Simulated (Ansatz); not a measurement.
# armchair GaN nanoribbon (N = 4, H edges): bands under strain

Aim: is the armchair GaN nanoribbon (N = 4, H edges) a metal or a semiconductor?

Method: DFT PBE, plane waves, PAW; relaxation of a wire's period, in the first sound run; inputs show where later runs differ, in Ansatz 0.2.0.

This is a report of a sequence of runs, with most program output left out.

## Step 1: Set-up

The cell holds 12 atoms: 4 Ga, 4 N and 4 H. Its edges and angles: a = 14.456 Å, b = 7.000 Å, c = 5.550 Å, α = 90.0°, β = 90.0°, γ = 90.0°. Vacuum lies along a and b. The structure's axis is c.

Coordinates:

```xyz
12
Lattice="14.4560 0.0000 0.0000 0.0000 7.0000 0.0000 0.0000 0.0000 5.5500" Properties=species:S:1:pos:R:3
Ga    4.8250    3.5000    0.0000
Ga    8.0293    3.5000    0.0000
N     4.8250    3.5000    1.8500
N     8.0293    3.5000    1.8500
H    10.9565    3.5000    2.0100
H     3.9417    3.5000    2.3600
Ga    6.4272    3.5000    2.7750
Ga    9.6315    3.5000    2.7750
N     6.4272    3.5000    4.6250
N     9.6315    3.5000    4.6250
H     3.5000    3.5000    4.7850
H    10.5148    3.5000    5.1350
```

## Step 2: Relaxation of atoms and period

Band widths follow the bond lengths, so the wire is relaxed first. The atoms and the third cell vector are free; the box across stays fixed as vacuum. A Fermi-Dirac smearing is set since the result may be a metal. The pressure printed is a third of the stress's trace over the whole box, vacuum included; only the stress along the axis is relaxed.

File input.yaml:

```yaml
crystal:
  lattice:
    - [14.456, 0.0, 0.0]
    - [0.0, 7.0, 0.0]
    - [0.0, 0.0, 5.55]
  atoms:
    - { symbol: Ga, position: [0.33377275, 0.5, 0.0] }
    - { symbol: Ga, position: [0.555431161, 0.5, 0.0] }
    - { symbol: "N", position: [0.33377275, 0.5, 0.333333333] }
    - { symbol: "N", position: [0.555431161, 0.5, 0.333333333] }
    - { symbol: H, position: [0.757919115, 0.5, 0.362162162] }
    - { symbol: H, position: [0.272666917, 0.5, 0.425225225] }
    - { symbol: Ga, position: [0.444601955, 0.5, 0.5] }
    - { symbol: Ga, position: [0.666260367, 0.5, 0.5] }
    - { symbol: "N", position: [0.444601955, 0.5, 0.833333333] }
    - { symbol: "N", position: [0.666260367, 0.5, 0.833333333] }
    - { symbol: H, position: [0.242114001, 0.5, 0.862162162] }
    - { symbol: H, position: [0.727366199, 0.5, 0.925225225] }
kpoints:
  mp_grid: { grid: [1, 1, 15] }
scf:
  occupations: { method: fermi_dirac, width: 0.05 }
hamiltonian:
  xc: pbe
relax:
  cell: { fix: [a, b, alpha, beta, gamma] }
  max_steps: 45
  f_tol: 0.03
```

Started as:

```sh
> ansatz run input.yaml --threads 8 --pin off --max-ram 16384MiB --backend cpu --events-out ev --progress --plain --runs-dir out
```

Elapsed: 26 s, on 8 threads of Intel Xeon at 2.50GHz (Skylake/Cascade Lake), shared host; peak memory 1.3 GiB.

Relaxation path:

```
step  energy less that of the first step (eV)  largest force component (eV/Å)  pressure (GPa)  volume (Å³)
   1                                   0.0000                          0.5161            0.06       561.62
   2                                  -0.0812                          0.2419            0.02       562.93
   3                                  -0.0925                          0.0691            0.04       564.36
   4                                  -0.0931                          0.0244            0.05       564.60
  5*                                  -0.0946                          0.0242            0.05       564.60
```

Relaxation steps marked * repeat the geometry before them on a plane-wave basis chosen anew for their cell, so energy and pressure can jump there.

Forces are held to the 4 operations that the run works with; a distortion that breaks them can't arise in this run.

```
cell as run  before  after  change
      c (Å)   5.550  5.580  +0.5 %
```

The atoms that moved most (Å, along periodic axes as changes of fractional coordinates times the final cell, across vacuum about the mean position):

```
atom      dx     dy      dz  length
  H6   0.081  0.000  -0.031   0.087
 H12  -0.081  0.000  -0.031   0.087
 N10  -0.075  0.000  -0.036   0.083
  N3   0.075  0.000  -0.036   0.083
  H5   0.072  0.000   0.007   0.073
 H11  -0.072  0.000   0.007   0.073
 Ga7   0.018  0.000   0.037   0.042
 Ga2  -0.018  0.000   0.037   0.042
```

Final coordinates:

```xyz
12
Lattice="14.4560 0.0000 0.0000 0.0000 7.0000 0.0000 0.0000 0.0000 5.5795" Properties=species:S:1:pos:R:3
Ga    4.7886    3.5000   -0.0074
Ga    8.0110    3.5000    0.0373
N     4.8998    3.5000    1.8234
N     8.0469    3.5000    1.8906
H    11.0289    3.5000    2.0278
H     4.0228    3.5000    2.3411
Ga    6.4455    3.5000    2.8271
Ga    9.6679    3.5000    2.7823
N     6.4095    3.5000    4.6804
N     9.5567    3.5000    4.6131
H     3.4275    3.5000    4.8176
H    10.4337    3.5000    5.1309
```

Numbers from this step:

| Quantity | Value |
| --- | --- |
| cell length along the wire | 5.580 Å |

The cell's length comes to 5.580 Å with spin left out.

## Step 3: The perfect wire

This step: DFT PBE, plane waves, PAW; bands of a perfect wire (Ansatz 0.2.0).

At the relaxed period the bands are computed along the axis; those that cross an energy going forward count the channels that a perfect wire would open there.

File input.yaml:

```yaml
crystal:
  lattice:
    - [14.456, 0.0, 0.0]
    - [0.0, 7.0, 0.0]
    - [0.0, 0.0, 5.579502038]
  atoms:
    - { symbol: Ga, position: [0.331254085, 0.5, 0.998669012] }
    - { symbol: Ga, position: [0.554163347, 0.5, 0.006693403] }
    - { symbol: "N", position: [0.338946706, 0.5, 0.326800705] }
    - { symbol: "N", position: [0.556651049, 0.5, 0.338852587] }
    - { symbol: H, position: [0.76293157, 0.5, 0.363446201] }
    - { symbol: H, position: [0.278276534, 0.5, 0.419592145] }
    - { symbol: Ga, position: [0.445869769, 0.5, 0.506693403] }
    - { symbol: Ga, position: [0.668779032, 0.5, 0.498669012] }
    - { symbol: "N", position: [0.443382067, 0.5, 0.838852587] }
    - { symbol: "N", position: [0.66108641, 0.5, 0.826800705] }
    - { symbol: H, position: [0.237101546, 0.5, 0.863446201] }
    - { symbol: H, position: [0.721756582, 0.5, 0.919592145] }
kpoints:
  mp_grid: { grid: [1, 1, 15] }
  band_path: { path: ["Γ", Z], npoints: 90 }
scf:
  occupations: { method: fermi_dirac, width: 0.05 }
hamiltonian:
  xc: pbe
output:
  dos: { e_range: [-5, 4] }
  write_potential: true
  write_density: true
  volumetric_format: npy
```

Run time: 27 s. Hardware: 8 threads; peak memory 2.5 GiB; 3.2 min of CPU time.

Numbers from this step:

```
band gap : 3.231 eV
```

Electronic bands along the path, in eV, zero at the Fermi level:

```
  point  band 35  band 36  band 37  band 38  band 39  band 40  band 41  band 42
      Γ    -2.57    -2.49    -1.69    -1.63     1.60     2.84     3.06     3.13
halfway    -2.77    -2.45    -2.08    -1.76     1.92     2.80     3.04     3.11
      Z    -2.84    -2.84    -2.09    -2.09     2.74     2.74     2.91     2.91
```

The gap is 3.23 eV, with spin left out.

On this path the gap is direct, 3.23 eV, with the valence top at Γ and the conduction bottom at Γ.

## Step 4: At a strained period, period over the relaxed period 0.96, k-mesh 1×1×12

This step: DFT PBE, plane waves, PAW; relaxation at a fixed period (Ansatz 0.2.0).

The period is set to 0.96 times the relaxed one and the atoms relax within it: strain changes bond lengths and angles, which shifts the bands against each other. Against the first PBE run of this kind, the mesh along the wire has 12 points against 15.

The cell differs from the one that the last finished run ended in (c 5.580 → 5.356 Å).

Changes to input.yaml since step 3:

```diff
@@ -4,3 +4,3 @@
     - [0.0, 7.0, 0.0]
-    - [0.0, 0.0, 5.579502038]
+    - [0.0, 0.0, 5.3563219565]
   atoms:
@@ -19,3 +19,3 @@
 kpoints:
-  mp_grid: { grid: [1, 1, 15] }
+  mp_grid: { grid: [1, 1, 12] }
   band_path: { path: ["Γ", Z], npoints: 90 }
@@ -25,6 +25,6 @@
   xc: pbe
+relax:
+  max_steps: 40
+  f_tol: 0.02
 output:
-  dos: { e_range: [-5, 4] }
-  write_potential: true
-  write_density: true
-  volumetric_format: npy
+  stress: true
```

It took 38 s on 8 threads; peak memory 2.4 GiB.

The steps of the relaxation:

```
step  energy less that of the first step (eV)  largest force component (eV/Å)
   1                                   0.0000                          1.2800
   2                                  -0.1369                          0.6331
   3                                  -0.1898                          0.1304
   4                                  -0.1904                          0.1027
   5                                  -0.1915                          0.0144
   6                                  -0.1915                          0.0144
```

Forces are held to the 4 operations that the run works with; a distortion that breaks them can't arise in this run.

The atoms that moved most (Å):

```
atom      dx     dy      dz  length
  H5   0.035  0.000  -0.099   0.105
 H11  -0.035  0.000  -0.099   0.105
 H12   0.026  0.000   0.100   0.103
  H6  -0.026  0.000   0.100   0.103
 Ga1  -0.063  0.000  -0.028   0.069
 Ga8   0.063  0.000  -0.028   0.069
 N10   0.059  0.000   0.029   0.066
  N3  -0.059  0.000   0.029   0.066
```

Final coordinates:

```cif
data_structure
_symmetry_space_group_name_H-M 'P 1'
_symmetry_Int_Tables_number 1
_cell_length_a 14.4560
_cell_length_b 7.0000
_cell_length_c 5.3563
_cell_angle_alpha 90.000
_cell_angle_beta 90.000
_cell_angle_gamma 90.000
_cell_volume 542.02
loop_
_atom_site_label
_atom_site_type_symbol
_atom_site_fract_x
_atom_site_fract_y
_atom_site_fract_z
_atom_site_occupancy
Ga1 Ga 0.32690 0.50000 0.99336 1
Ga2 Ga 0.55473 0.50000 0.00163 1
N3 N 0.33485 0.50000 0.33219 1
N4 N 0.55835 0.50000 0.34360 1
H5 H 0.76538 0.50000 0.34503 1
H6 H 0.27646 0.50000 0.43824 1
Ga7 Ga 0.44530 0.50000 0.50163 1
Ga8 Ga 0.67313 0.50000 0.49336 1
N9 N 0.44169 0.50000 0.84360 1
N10 N 0.66518 0.50000 0.83219 1
H11 H 0.23465 0.50000 0.84503 1
H12 H 0.72357 0.50000 0.93824 1
```

This step gave:

* band gap: 3.334 eV

The electronic bands at the labelled points (eV, zero at the Fermi level):

```
  point  band 35  band 36  band 37  band 38  band 39  band 40  band 41  band 42
      Γ    -2.72    -2.35    -1.71    -1.68     1.66     2.79     3.03     3.12
halfway    -2.67    -2.56    -2.08    -1.83     1.94     2.71     3.05     3.07
      Z    -2.90    -2.90    -2.18    -2.18     2.74     2.74     2.80     2.80
```

The gap is 3.33 eV, against 3.23 eV under PBE at the relaxed period.

## Step 5: Strain along the wire, period over the relaxed period 0.98, k-mesh 1×1×11

The period is set to 0.98 times the relaxed one and the atoms relax within it: strain changes bond lengths and angles, which shifts the bands against each other. Against the first PBE run of this kind, the mesh along the wire has 11 points against 15.

The cell differs from the one that the last finished run ended in (c 5.356 → 5.468 Å).

Changes to input.yaml since step 4:

```diff
@@ -4,3 +4,3 @@
     - [0.0, 7.0, 0.0]
-    - [0.0, 0.0, 5.3563219565]
+    - [0.0, 0.0, 5.4679119973]
   atoms:
@@ -19,3 +19,3 @@
 kpoints:
-  mp_grid: { grid: [1, 1, 12] }
+  mp_grid: { grid: [1, 1, 11] }
   band_path: { path: ["Γ", Z], npoints: 90 }
```

Run time: 36 s. Hardware: 8 threads; peak memory 2.5 GiB.

The steps of the relaxation:

```
step  energy less that of the first step (eV)  largest force component (eV/Å)
   1                                   0.0000                          0.5622
   2                                  -0.0314                          0.2817
   3                                  -0.0428                          0.0572
   4                                  -0.0429                          0.0369
   5                                  -0.0431                          0.0076
```

Forces are held to the 4 operations that the run works with; a distortion that breaks them can't arise in this run.

The atoms that moved most (Å):

```
atom      dx     dy      dz  length
  H5   0.017  0.000  -0.051   0.053
 H11  -0.017  0.000  -0.051   0.053
 H12   0.013  0.000   0.051   0.052
  H6  -0.013  0.000   0.051   0.052
 Ga1  -0.031  0.000  -0.014   0.034
 Ga8   0.031  0.000  -0.014   0.034
 N10   0.029  0.000   0.015   0.033
  N3  -0.029  0.000   0.015   0.033
```

Final coordinates:

```xyz
12
Lattice="14.4560 0.0000 0.0000 0.0000 7.0000 0.0000 0.0000 0.0000 5.4679" Properties=species:S:1:pos:R:3
Ga    4.7575    3.5000    5.4467
Ga    8.0146    3.5000    0.0240
N     4.8704    3.5000    1.8015
N     8.0590    3.5000    1.8649
H    11.0454    3.5000    1.9366
H     4.0097    3.5000    2.3448
Ga    6.4419    3.5000    2.7579
Ga    9.6990    3.5000    2.7127
N     6.3975    3.5000    4.5989
N     9.5861    3.5000    4.5354
H     3.4110    3.5000    4.6706
H    10.4468    3.5000    5.0788
```

Electronic bands along the path, in eV, zero at the Fermi level:

```
  point  band 35  band 36  band 37  band 38  band 39  band 40  band 41  band 42
      Γ    -2.65    -2.42    -1.69    -1.67     1.64     2.81     3.08     3.09
halfway    -2.77    -2.51    -2.08    -1.80     1.93     2.76     3.05     3.09
      Z    -2.87    -2.87    -2.14    -2.14     2.74     2.74     2.86     2.86
```

The gap is 3.31 eV, against 3.23 eV under PBE at the relaxed period.

## Step 6: Strain along the wire, period over the relaxed period 1.02, k-mesh 1×1×11

The period is set to 1.02 times the relaxed one and the atoms relax within it: strain changes bond lengths and angles, which shifts the bands against each other. Against the first PBE run of this kind, the mesh along the wire has 11 points against 15.

The cell differs from the one that the last finished run ended in (c 5.468 → 5.691 Å).

Changes to input.yaml since step 5:

```diff
@@ -4,3 +4,3 @@
     - [0.0, 7.0, 0.0]
-    - [0.0, 0.0, 5.4679119973]
+    - [0.0, 0.0, 5.6910920788]
   atoms:
```

It took 35 s on 8 threads; peak memory 2.6 GiB; 4.1 min of CPU time.

The steps of the relaxation:

```
step  energy less that of the first step (eV)  largest force component (eV/Å)
   1                                   0.0000                          0.4194
   2                                  -0.0282                          0.2146
   3                                  -0.0374                          0.0377
   4                                  -0.0376                          0.0097
```

The run keeps the 4 symmetry operations that it works with, so distortions that break them were not tested.

The atoms that moved most (Å):

```
atom      dx     dy      dz  length
 H11   0.012  0.000   0.060   0.061
  H5  -0.012  0.000   0.060   0.061
  H6   0.017  0.000  -0.049   0.052
 H12  -0.017  0.000  -0.049   0.052
  N3   0.030  0.000  -0.016   0.035
 N10  -0.030  0.000  -0.016   0.035
 Ga8  -0.030  0.000   0.012   0.032
 Ga1   0.030  0.000   0.012   0.032
```

Final coordinates:

```xyz
12
Lattice="14.4560 0.0000 0.0000 0.0000 7.0000 0.0000 0.0000 0.0000 5.6911" Properties=species:S:1:pos:R:3
Ga    4.8185    3.5000    5.6958
Ga    8.0054    3.5000    0.0474
N     4.9303    3.5000    1.8436
N     8.0383    3.5000    1.9130
H    11.0174    3.5000    2.1280
H     4.0395    3.5000    2.3385
Ga    6.4511    3.5000    2.8929
Ga    9.6380    3.5000    2.8503
N     6.4181    3.5000    4.7586
N     9.5262    3.5000    4.6891
H     3.4391    3.5000    4.9735
H    10.4170    3.5000    5.1840
```

Electronic bands along the path, in eV, zero at the Fermi level:

```
  point  band 35  band 36  band 37  band 38  band 39  band 40  band 41  band 42
      Γ    -2.51    -2.48    -1.69    -1.58     1.55     2.87     3.02     3.18
halfway    -2.67    -2.38    -2.06    -1.71     1.89     2.85     3.03     3.13
      Z    -2.80    -2.80    -2.04    -2.04     2.74     2.74     2.97     2.97
```

The gap is 3.13 eV, against 3.23 eV under PBE at the relaxed period.

## Step 7: At a strained period, period over the relaxed period 1.04, k-mesh 1×1×11

The period is set to 1.04 times the relaxed one and the atoms relax within it: strain changes bond lengths and angles, which shifts the bands against each other. Against the first PBE run of this kind, the mesh along the wire has 11 points against 15.

The cell differs from the one that the last finished run ended in (c 5.691 → 5.803 Å).

Changes to input.yaml since step 6:

```diff
@@ -4,3 +4,3 @@
     - [0.0, 7.0, 0.0]
-    - [0.0, 0.0, 5.6910920788]
+    - [0.0, 0.0, 5.8026821196]
   atoms:
```

Wall time 35 s (8 threads); peak memory 2.6 GiB.

Relaxation path:

```
step  energy less that of the first step (eV)  largest force component (eV/Å)
   1                                   0.0000                          0.7279
   2                                  -0.1032                          0.3733
   3                                  -0.1336                          0.0542
   4                                  -0.1341                          0.0139
```

The run keeps the 4 symmetry operations that it works with, so distortions that break them were not tested.

The atoms that moved most (Å):

```
atom      dx     dy      dz  length
 H11   0.023  0.000   0.118   0.120
  H5  -0.023  0.000   0.118   0.120
  H6   0.032  0.000  -0.099   0.104
 H12  -0.032  0.000  -0.099   0.104
  N3   0.059  0.000  -0.032   0.067
 N10  -0.059  0.000  -0.032   0.067
 Ga8  -0.059  0.000   0.025   0.064
 Ga1   0.059  0.000   0.025   0.064
```

The relaxed structure:

```xyz
12
Lattice="14.4560 0.0000 0.0000 0.0000 7.0000 0.0000 0.0000 0.0000 5.8027" Properties=species:S:1:pos:R:3
Ga    4.8473    3.5000    5.8195
Ga    8.0013    3.5000    0.0556
N     4.9591    3.5000    1.8645
N     8.0303    3.5000    1.9375
H    11.0059    3.5000    2.2272
H     4.0551    3.5000    2.3358
Ga    6.4552    3.5000    2.9569
Ga    9.6092    3.5000    2.9182
N     6.4262    3.5000    4.8388
N     9.4974    3.5000    4.7658
H     3.4505    3.5000    5.1286
H    10.4014    3.5000    5.2371
```

The gap is 3.01 eV, against 3.23 eV under PBE at the relaxed period.

## Step 8: Strain along the wire, period over the relaxed period 1.06, k-mesh 1×1×11

The period is set to 1.06 times the relaxed one and the atoms relax within it: strain changes bond lengths and angles, which shifts the bands against each other. Against the first PBE run of this kind, the mesh along the wire has 11 points against 15.

The cell differs from the one that the last finished run ended in (c 5.803 → 5.914 Å).

Changes to input.yaml since step 7:

```diff
@@ -4,3 +4,3 @@
     - [0.0, 7.0, 0.0]
-    - [0.0, 0.0, 5.8026821196]
+    - [0.0, 0.0, 5.9142721603]
   atoms:
```

Wall time 37 s (8 threads); peak memory 2.6 GiB; 4.3 min of CPU time.

The gap is 2.87 eV, against 3.23 eV under PBE at the relaxed period.

## Step 9: The series together

Times are for 8 threads of Intel Xeon at 2.50GHz (Skylake/Cascade Lake), shared host. Results by setting:

```
no.  period over the relaxed period  k-mesh  pressure (GPa)  band gap (eV)  time  memory (GiB)
  1                            0.96  1×1×12          0.6857          3.334  38 s           2.4
  2                            0.98  1×1×11          0.3701          3.305  36 s           2.5
  3                            1.02  1×1×11         -0.2461          3.133  35 s           2.6
  4                            1.04  1×1×11         -0.5500          3.013  35 s           2.6
  5                            1.06  1×1×11         -0.8513          2.867  37 s           2.6
```

## Step 10: Results

```
cell length, PBE           : 5.580 Å
gap, PBE                   : 3.23 eV
gap, period scaled by 0.96 : 3.33 eV
gap, period scaled by 0.98 : 3.31 eV
gap, period scaled by 1.02 : 3.13 eV
gap, period scaled by 1.04 : 3.01 eV
gap, period scaled by 1.06 : 2.87 eV
```

Under PBE the cell's length is 5.58 Å, and a gap of 3.23 eV makes it a semiconductor. Strain matters: under PBE the gap goes from 3.23 eV to 3.33 eV at 0.96 times the period, 3.31 eV at 0.98 times the period, 3.13 eV at 1.02 times the period, 3.01 eV at 1.04 times the period and 2.87 eV at 1.06 times the period.

[Logs are printed without paths, hosts, clocks, repeated set-up lines and the standing remarks that a program may print on its own settings, such as how far it seeks lower states.]

[Hosts, paths, dates, database ids (printed as entryN), source tags and the programs' standing remarks are cut or masked in the printed files.]
